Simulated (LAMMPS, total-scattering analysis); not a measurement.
**zinc-blende solid solution (Se0.25,S0.75)Hg: Uiso of Se against temperature**

Simulated by classical molecular dynamics (LAMMPS) with the Stillinger-Weber II-VI potential (Zhou et al., Phys. Rev. B 88, 085309 (2013)); 512 atoms, zero pressure, classical nuclei. Uiso is the variance of an atom's position about its mean, per direction. The potential was fitted to tetrahedral crystals; it favours four neighbours in the liquid and keeps the solid to temperatures at which the real compounds have long melted or sublimed.

| T (K) | Uiso of Se (Å²) |
| --- | --- |
| 200 | 0.0053 |
| 300 | 0.0086 |
| 520 | 0.0149 |
| 1200 | ? |
| 1380 | 0.0596 |

**Task.** Fit U/T against T with a straight line, read an effective Debye temperature from it, and predict the withheld row.

U/T in 10⁻⁵ Å²/K: 2.650 at 200 K, 2.867 at 300 K, 2.865 at 520 K, 4.319 at 1380 K. The means are 600 K and 3.175; Σ(x − x̄)(y − ȳ) = 1219.5 and Σ(x − x̄)² = 8.648e+05, so the slope is 1.410e-03 per K and the intercept 2.329.

The intercept is the harmonic part: U = 3ħ²T/(M k θ²) with 3ħ²/(k u Å²) = 145.5 K and M = 78.97 u gives θ = √(145.5/(78.97 × 2.329×10⁻⁵)) = 281 K, an effective value for this element. The slope is the anharmonic part, expansion included: by 1380 K it adds 84 % to U.

At 1200 K, U = 1200 × (2.329 + 1.692)×10⁻⁵ = 0.0483 Å²; the run gave 0.0481, a miss of +0.4 %.
